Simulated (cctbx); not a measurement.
**Accept or mend?**

Cell a = 13.6240 Å, b = 7.7210 Å, c = 7.2770 Å, α = 90.00°, β = 93.24°, γ = 90.00°; space group C2/c (no. 15).

Simulated single-crystal data (cctbx): Cu Kα, λ = 1.54184 Å, to d = 0.83 Å, 80 % of the full sphere, strongest reflection 70000 counts, noise from counting, a 4 % proportional error and a noise floor of 8 counts (s.d.); no absorption.

An anisotropic refinement with weights 1/σ² prints:

```text
Rint 0.029, 704 unique reflections to 0.83 A
cycle     R1     wR2    GooF  max shift (A)
   1  0.0378  0.1191   3.493   0.00051
   2  0.0381  0.1173   3.440   0.00000
final R1 0.0381 wR2 0.1173 GooF 3.440  parameters 23  data/parameter 30.6
atom        x        y        z      Ueq    occ   su(xyz)  su(Uiso or U11)
Br1    0.64481  0.36879  0.10942   0.0149  1.000  0.00010  0.0005
Br2    0.61357  0.88880  0.08956   0.0124  1.000  0.00009  0.0005
Sc1    0.00000  0.66106  0.25000   0.0171  1.000  0.00025  0.0010
difference map: max 5.18 min -0.45 rms 0.26
Q1    0.2019  0.1499  0.2751    8    5.35  2.55 A from Br2
Q2    0.1473  0.1293  0.6043    8    1.03  0.05 A from Br1
Q3    0.1253  0.3889  0.0832    8    0.82  0.17 A from Br2
Q4    0.0427  0.0345  0.8975    8    0.41  2.39 A from Br1
Q5    0.0603  0.1596  0.8243    8    0.40  1.68 A from Sc1
Q6    0.0000  0.2599  0.7500    4    0.38  0.61 A from Sc1
```

Q: Accept it or mend it, and why?

Mend it. The fault: an atom left out, Li at (0.7984, 0.1507, 0.2253). Against the right model at the same level, R1 goes from 0.0127 to 0.0381 and GooF from 0.92 to 3.44 and the top difference peak, 5.3 e/Å³, lies 2.55 Å from Br2. Q1 is the missing atom. With scattering power missing, scale and phases suffer, so peaks may also grow on the heavy atoms.

The compound is Li2ScBr4. The right model at the same level gives:

```text
Rint 0.029, 704 unique reflections to 0.83 A
cycle     R1     wR2    GooF  max shift (A)
   1  0.0128  0.0318   0.940   0.00073
   2  0.0127  0.0313   0.923   0.00002
final R1 0.0127 wR2 0.0313 GooF 0.923  parameters 32  data/parameter 22.0
atom        x        y        z      Ueq    occ   su(xyz)  su(Uiso or U11)
Br1    0.64483  0.36881  0.10937   0.0156  1.000  0.00003  0.0001
Br2    0.61359  0.88876  0.08954   0.0132  1.000  0.00003  0.0001
Sc1    0.00000  0.66113  0.25000   0.0185  1.000  0.00007  0.0003
Li1    0.79825  0.15009  0.22567   0.0289  1.000  0.00057  0.0020
difference map: max 0.32 min -0.37 rms 0.10
Q1    0.9921  0.0187  0.1559    8    0.34  2.42 A from Br1
Q2    0.1909  0.4868  0.3279    8    0.34  2.10 A from Li1
Q3    0.0175  0.3902  0.4813    8    0.33  1.83 A from Br2
Q4    0.2175  0.2361  0.3815    8    0.31  1.04 A from Li1
Q5    0.1883  0.9957  0.3496    8    0.29  1.33 A from Li1
Q6    0.1144  0.0571  0.6676    8    0.28  0.84 A from Br1
```

Isotropic U is held between 0.0001 and 1 Å² by the program, and listed peak heights are interpolated, so they can pass the grid's maximum.

The model is made up (kin elements in a known structure type, no relaxation), so it says nothing on whether the phase exists.

[Middle refinement cycles are left out of these outputs.]

[Logs are printed without paths, hosts, clocks, repeated set-up lines and the standing remarks that a program may print on its own settings, such as how far it seeks lower states.]
